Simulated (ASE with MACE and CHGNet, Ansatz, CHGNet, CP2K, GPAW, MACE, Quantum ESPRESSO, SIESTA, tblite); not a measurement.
# Machine-learned potentials on random packing of Sn (61 atoms): settings against a plane-wave reference

How do the settings of machine-learned potentials change the result for random packing of Sn (61 atoms)? A plane-wave run serves as the yardstick.

Calculated with ASE with MACE and CHGNet; the method is named at each step.

### Step 1. Set-up

The cell holds 61 atoms: 61 Sn. Cell: a = 11.914 Å, b = 11.914 Å, c = 11.914 Å, α = 90.0°, β = 90.0°, γ = 90.0°. 61 atoms (61 Sn) packed at random in a cube at 7.11 g/cm³ and pushed apart as soft spheres; a start for melting by ab initio MD, not an equilibrated structure. Then every atom was moved at random, 0.05 Å r.m.s. a Cartesian component.

The yardstick, on the same geometry:

| Property | Result |
| --- | --- |
| method | Kohn-Sham DFT, PBE, PAW, plane waves (Ansatz 0.2.0); cutoff 420 eV, Γ point, fermi-dirac smearing of 0.05 eV; PAW set soft_2 |
| r.m.s. force component | 1.178 eV/Å |
| longest force | 4.322 eV/Å |
| pressure | 15 GPa |
| SCF cycles | 10 |
| time | 16 s on 8 threads of Arm Neoverse V2, shared host |
| CPU time | 2 min |

### Step 2. MACE MP-0b2 small potential

Method: machine-learned interatomic potential MACE MP-0b2 small, trained on PBE(+U) plane-wave data.

run.py reads:

```python
import numpy as np
from ase.io import read
import mlip  # loads the published weights by name

atoms = read("structure.xyz")
atoms.calc = mlip.calc("mace-mp-0b2-small")
energy = atoms.get_potential_energy()
forces = atoms.get_forces()
print(f"energy {energy:.6f} eV")
print("forces (eV/A)")
for i, (a, f) in enumerate(zip(atoms, forces)):
    print(f"{i:4d} {a.symbol:2s} {f[0]:10.5f} {f[1]:10.5f} {f[2]:10.5f}")
stress = -atoms.get_stress(voigt=False) * 160.21766
print("stress (GPa, compression positive)")
for row in stress:
    print(" ".join(f"{x:10.4f}" for x in row))
```

structure.xyz reads:

```xyz
61
Lattice="11.91370 0.00000 0.00000 0.00000 11.91370 0.00000 0.00000 0.00000 11.91370" Properties=species:S:1:pos:R:3 pbc="T T T"
Sn 11.62718 1.69329 0.02228
Sn 5.33079 0.03193 1.09844
Sn 9.60506 6.44186 11.35578
Sn 3.11174 4.12476 0.99658
Sn 7.43022 6.86646 8.98484
Sn 3.79904 6.30366 3.36419
Sn 4.73796 3.75865 6.31271
Sn 2.20070 0.67956 6.25171
Sn 8.68282 1.73928 11.17362
Sn 5.37641 1.70688 4.26153
Sn 2.60243 9.93412 3.20490
Sn 4.03410 10.00203 7.74426
Sn 4.07389 10.75819 10.42627
Sn 1.31968 8.15648 8.61944
Sn 1.02505 6.05943 0.68361
Sn 7.23948 0.42913 8.64601
Sn 6.14306 2.89896 11.07378
Sn 0.05540 0.04182 7.49419
Sn 10.57377 0.78321 9.67476
Sn 11.16504 4.76262 9.93555
Sn 5.70154 8.21664 7.27868
Sn 7.24055 4.20971 4.50600
Sn 8.14623 9.75804 5.05451
Sn 0.39005 2.98748 2.36832
Sn 3.65989 1.89690 11.40939
Sn 1.34458 3.42352 10.97812
Sn 11.10845 9.51035 3.33059
Sn 3.65250 6.63105 9.35762
Sn 2.45434 11.68198 1.14193
Sn 5.78112 5.51366 10.60891
Sn 4.88831 1.10273 6.98274
Sn 7.57854 0.73007 5.40953
Sn 9.84226 7.61405 1.90464
Sn 7.94382 2.05440 2.93256
Sn 2.40287 3.62915 8.43538
Sn 10.45308 9.48867 7.66313
Sn 4.86389 9.38597 5.01352
Sn 10.33716 0.30285 5.05308
Sn 0.41722 10.20182 10.22434
Sn 11.39069 4.66100 6.74530
Sn 3.33679 3.44544 3.81584
Sn 5.12372 6.48165 1.12906
Sn 7.55388 10.09055 0.16929
Sn 2.36856 5.93791 5.82306
Sn 2.12731 9.90982 5.83974
Sn 0.48179 6.59340 3.33059
Sn 0.32048 2.25562 5.06976
Sn 2.54679 8.19853 11.43513
Sn 9.38895 1.86473 7.28987
Sn 10.09412 3.40065 3.97227
Sn 8.76157 9.72456 9.73683
Sn 0.70934 8.64136 1.30121
Sn 0.12319 7.77250 5.73573
Sn 9.27315 6.44495 6.86646
Sn 6.71230 8.71904 2.25169
Sn 10.37540 5.03938 1.66994
[... 1 atom lines left out ...]
Sn 7.97086 7.10819 4.35648
Sn 7.45464 3.30951 8.40095
Sn 6.76936 4.33933 1.50553
Sn 11.80397 11.15170 1.34148
```

The run is started by

```sh
OMP_NUM_THREADS=1 python run.py > output.txt
```

What it wrote:

```text
energy -213.401647 eV
forces (eV/A)
   0 Sn   -1.12860   -0.77743    1.45873
   1 Sn    0.70557   -0.00660    0.39886
   2 Sn   -1.47990    0.92451   -1.83757
   3 Sn    1.21554    0.66196    1.45675
   4 Sn    1.42601    0.72541    0.19053
   5 Sn   -1.08366    0.88978    1.15282
   6 Sn   -0.21097    0.96966    1.52188
   7 Sn    2.49276    1.48015   -0.81931
   8 Sn   -1.51174    0.45832    1.83063
   9 Sn   -1.09091   -0.95401   -1.96539
  10 Sn    0.74391   -0.74733   -0.68647
  11 Sn   -1.74787    2.41305    2.06360
  12 Sn    0.17512    0.10939    0.91243
  13 Sn   -0.03118   -0.81166   -0.89553
  14 Sn    0.19174   -1.95151   -1.93127
  15 Sn   -0.56372   -1.38593    0.64039
  16 Sn    0.48897   -1.20716   -0.50135
  17 Sn   -0.94378   -0.96159    0.92445
  18 Sn    0.51789   -1.29866   -1.23106
  19 Sn   -0.52003   -0.26148   -1.45178
  20 Sn    2.51131   -1.41438    2.16860
  21 Sn    0.43890    0.17879    0.58293
  22 Sn    0.11478    0.82696    0.58544
  23 Sn    1.57417   -0.21845   -0.28904
[...]
53 Sn    0.05961    0.32560    0.18689
  54 Sn   -0.61737   -0.40736    1.05702
  55 Sn   -0.61963   -2.62192    0.02745
  56 Sn   -1.29124   -0.65770   -0.25759
  57 Sn    1.43082   -0.52063   -0.94733
  58 Sn   -1.21023    1.88694    0.41781
  59 Sn    1.25155   -0.15348    0.64678
  60 Sn   -2.73891    2.16203   -0.91791
stress (GPa, compression positive)
   12.7528    -2.2211    -1.8009
   -2.2211    12.3013     0.3297
   -1.8009     0.3297    13.8055
```

Elapsed: 6 s, on 1 thread of Arm Neoverse V2, shared host; peak memory 0.64 GiB.

Banners, paths, timers and routine set-up lines are dropped from the logs unmarked, and long logs keep their key lines alone; longer cuts are marked.

Compared with the plane-wave run:

| Quantity | Value |
| --- | --- |
| r.m.s. force component | 1.17 eV/Å |
| r.m.s. difference of force components | 242.2 meV/Å |
| longest difference of force vectors | 864.6 meV/Å |
| force difference over r.m.s. force | 20.56 % |
| slope of forces against the reference's | 0.9718 |
| correlation of force components | 0.9787 |
| pressure | 12.95 GPa |
| pressure difference | -2.047 GPa |

Local excerpt of 9 atoms (numbers count through the whole input) about Sn34, which has 5 bonded neighbours where the commonest count for Sn is 4; x, y, z are measured from there.

| atom | x | y | z | distance (Å) | bonds | Fx | Fy | Fz (eV/Å) |
| --- | --- | --- | --- | --- | --- | --- | --- | --- |
| Sn34 | 0.00 | 0.00 | 0.00 | 0.00 | 5 | 0.20 | -1.77 | -2.38 |
| Sn50 | 2.15 | 1.35 | 1.04 | 2.74 | 5 | -1.25 | 1.40 | 0.95 |
| Sn22 | -0.70 | 2.16 | 1.57 | 2.76 | 5 | 0.44 | 0.18 | 0.58 |
| Sn32 | -0.37 | -1.32 | 2.48 | 2.83 | 5 | 0.14 | -1.39 | 0.82 |
| Sn10 | -2.57 | -0.35 | 1.33 | 2.91 | 5 | -1.09 | -0.95 | -1.97 |
| Sn60 | -1.17 | 2.28 | -1.43 | 2.94 | 4 | 1.25 | -0.15 | 0.65 |
| Sn38 | 2.39 | -1.75 | 2.12 | 3.65 | 4 | -0.04 | -1.68 | -0.97 |
| Sn9 | 0.74 | -0.32 | -3.67 | 3.76 | 3 | -1.51 | 0.46 | 1.83 |
| Sn2 | -2.61 | -2.02 | -1.83 | 3.78 | 3 | 0.71 | -0.01 | 0.40 |

Atoms are counted from 1 here, from 0 in the log.

Forces lie 21 % from the reference's, at 0.045 times its CPU time (on 1 against 8 cores).

### Step 3. MACE MP-0b3 medium potential

Method: machine-learned interatomic potential MACE MP-0b3 medium, trained on PBE(+U) plane-wave data.

Changes to run.py since step 2:

```diff
@@ -5,3 +5,3 @@
 atoms = read("structure.xyz")
-atoms.calc = mlip.calc("mace-mp-0b2-small")
+atoms.calc = mlip.calc("mace-mp-0b3-medium")
 energy = atoms.get_potential_energy()
```

structure.xyz is that of step 2.

What it wrote:

```text
energy -213.352427 eV
forces (eV/A)
   0 Sn   -1.06992   -0.62622    1.73728
   1 Sn    0.91882   -0.06968    0.64464
   2 Sn   -1.42236    0.96690   -1.91896
   3 Sn    1.31992    0.75099    1.77185
   4 Sn    1.46195    0.63454    0.11884
   5 Sn   -1.15322    0.91578    0.95098
   6 Sn   -0.17794    0.90772    1.84999
   7 Sn    2.21428    1.29284   -0.66187
   8 Sn   -1.32759    0.40377    1.61912
   9 Sn   -1.29734   -1.13022   -2.15873
  10 Sn    0.74010   -0.60997   -0.52670
  11 Sn   -1.81315    2.42403    2.12692
  12 Sn    0.12349    0.06395    0.95016
  13 Sn   -0.11166   -0.64887   -0.75314
  14 Sn    0.20618   -1.86805   -1.73925
  15 Sn   -0.56268   -1.41139    0.60883
  16 Sn    0.50629   -1.14185   -0.28346
  17 Sn   -0.73597   -0.94190    0.97220
  18 Sn    0.36049   -1.16998   -1.11676
  19 Sn   -0.57198   -0.18987   -1.28439
  20 Sn    2.50148   -1.35230    2.20378
  21 Sn    0.48159    0.29877    0.56888
  22 Sn    0.09127    0.86921    0.58778
  23 Sn    1.78265   -0.38838   -0.57549
[...]
53 Sn    0.09709    0.11147   -0.00354
  54 Sn   -0.71034   -0.36095    0.95074
  55 Sn   -0.84178   -2.43423    0.06035
  56 Sn   -1.29931   -0.66367   -0.25238
  57 Sn    1.67465   -0.57063   -0.98482
  58 Sn   -0.99200    1.87250    0.11015
  59 Sn    1.14470   -0.09789    0.58450
  60 Sn   -2.54668    2.37595   -0.88915
stress (GPa, compression positive)
   13.1215    -2.1885    -1.6397
   -2.1885    12.7221     0.1068
   -1.6397     0.1068    14.2660
```

Run time: 6.4 s. Hardware: 1 thread; peak memory 0.72 GiB.

Against the reference:

```
r.m.s. force component                  : 1.195 eV/Å
r.m.s. difference of force components   : 235.9 meV/Å
longest difference of force vectors     : 770 meV/Å
force difference over r.m.s. force      : 20.02 %
slope of forces against the reference's : 0.9945
correlation of force components         : 0.9803
pressure                                : 13.37 GPa
pressure difference                     : -1.631 GPa
```

Against the first run (21 %), the force difference from the reference is 20 %, at 1.1 times the CPU time.

### Step 4. CHGNet 0.3.0 potential

Method: machine-learned interatomic potential CHGNet 0.3.0, trained on PBE(+U) plane-wave data.

Changes to run.py since step 3:

```diff
@@ -5,3 +5,3 @@
 atoms = read("structure.xyz")
-atoms.calc = mlip.calc("mace-mp-0b3-medium")
+atoms.calc = mlip.calc("chgnet-0.3.0")
 energy = atoms.get_potential_energy()
```

structure.xyz is that of step 3.

What it wrote:

```text
CHGNet v0.3.0 initialized with 412,525 parameters
CHGNet will run on cpu
energy -213.707687 eV
forces (eV/A)
   0 Sn   -1.57418   -1.16301    1.61327
   1 Sn    1.42239   -0.33036    0.50916
   2 Sn   -1.83007    1.42711   -2.17538
   3 Sn    1.19798    1.17629    1.78687
   4 Sn    1.39968    0.75848   -0.01253
   5 Sn   -1.46127    0.69179    1.63001
   6 Sn   -0.20173    1.19442    1.77563
   7 Sn    2.99461    1.59899   -0.98208
   8 Sn   -1.67924    1.01493    2.42729
   9 Sn   -1.50105   -1.24986   -2.29848
  10 Sn    0.83613   -1.07242   -0.66629
  11 Sn   -1.46570    2.58464    2.28179
  12 Sn    0.20511    0.09499    0.66397
  13 Sn   -0.54770   -1.15998   -0.78783
  14 Sn    0.39481   -1.87042   -2.18098
  15 Sn   -0.57525   -1.74008    0.74593
  16 Sn    0.71942   -1.29412   -0.75695
  17 Sn   -1.16104   -1.11363    0.95949
  18 Sn    1.05831   -1.33011   -1.75356
  19 Sn   -0.36021   -0.03974   -2.13911
  20 Sn    2.85058   -1.34752    2.47444
  21 Sn    0.52881    0.59489    0.80731
  22 Sn    0.17561    1.25799    0.54593
  23 Sn    1.94458   -0.20678   -0.27252
[...]
53 Sn   -0.04325    0.31593    0.08737
  54 Sn   -1.06576   -0.65939    1.47713
  55 Sn   -0.51714   -3.22293    0.20415
  56 Sn   -1.50884   -0.72917   -0.20983
  57 Sn    1.83051   -0.95888   -1.17448
  58 Sn   -1.49198    2.50079    0.59238
  59 Sn    1.21440   -0.36940    0.77202
  60 Sn   -3.31901    2.47500   -0.83136
stress (GPa, compression positive)
   16.4958    -2.7055    -2.4195
   -2.7055    15.5239     0.1403
   -2.4195     0.1403    17.4718
```

The job ended after 2.6 s (1 thread; peak memory 0.54 GiB).

Numbers from this run, and their distance from the reference:

| Property | Result |
| --- | --- |
| r.m.s. force component | 1.395 eV/Å |
| r.m.s. difference of force components | 368 meV/Å |
| longest difference of force vectors | 1266 meV/Å |
| force difference over r.m.s. force | 31.24 % |
| slope of forces against the reference's | 1.152 |
| correlation of force components | 0.9731 |
| pressure | 16.5 GPa |
| pressure difference | 1.497 GPa |

Against the first run (21 %), the force difference from the reference is 31 %, at 0.47 times the CPU time.

### Step 5. Side by side

Differences are against the plane-wave reference, forces as r.m.s. over components; share is that over the reference's r.m.s. force, slope the least-squares factor from reference forces to these. Total energies of different programs have different zeros and aren't compared.

| run | Δ force, r.m.s. (meV/Å) | share (%) | slope | Δ pressure (GPa) | cores | CPU time | memory (GiB) |
| --- | --- | --- | --- | --- | --- | --- | --- |
| reference | - | - | - | - | 8 | 2 min | 2.5 |
| MACE MP-0b2 small potential | 242 | 20.6 | 0.972 | -2.05 | 1 | 5.5 s | 0.64 |
| MACE MP-0b3 medium potential | 236 | 20.0 | 0.995 | -1.63 | 1 | 6.1 s | 0.72 |
| CHGNet 0.3.0 potential | 368 | 31.2 | 1.152 | 1.50 | 1 | 2.6 s | 0.54 |

Times of the machine-learned potentials are mostly Python's start and the loading of weights.

CPU time is summed over cores on a shared host, where runs went side by side, so it is rough. Symmetry, cutoffs, thresholds, outputs and thread counts weren't matched or tuned between programs; memory under MPI is the largest rank's times the ranks.

### Step 6. What came out

- nearest in forces: MACE MP-0b3 medium potential, 20 %
- its CPU time: 6.1 s

Machine-learned potentials differ by 20 % (MACE MP-0b3 medium potential) to 31 % (CHGNet 0.3.0 potential); they were trained on other programs' data. Machine-learned potentials mimic data converged in k, so the reference's own k-point error enters their differences. The reference's pressure of 15 GPa says that the cell would expand at this level of theory. The electronic-structure runs sample only Γ, in a cell whose shortest periodic width is 12 Å, which is coarse for a cell with partly filled levels.

[Also dropped from logs without a mark: logging warnings of Python, and SIESTA's first energy breakdown and zero terms.]

[Logs are printed without paths, hosts, clocks, repeated set-up lines and the standing remarks that a program may print on its own settings, such as how far it seeks lower states.]

[Hosts, paths, dates, database ids (printed as entryN), source tags and the programs' standing remarks are cut or masked in the printed files.]
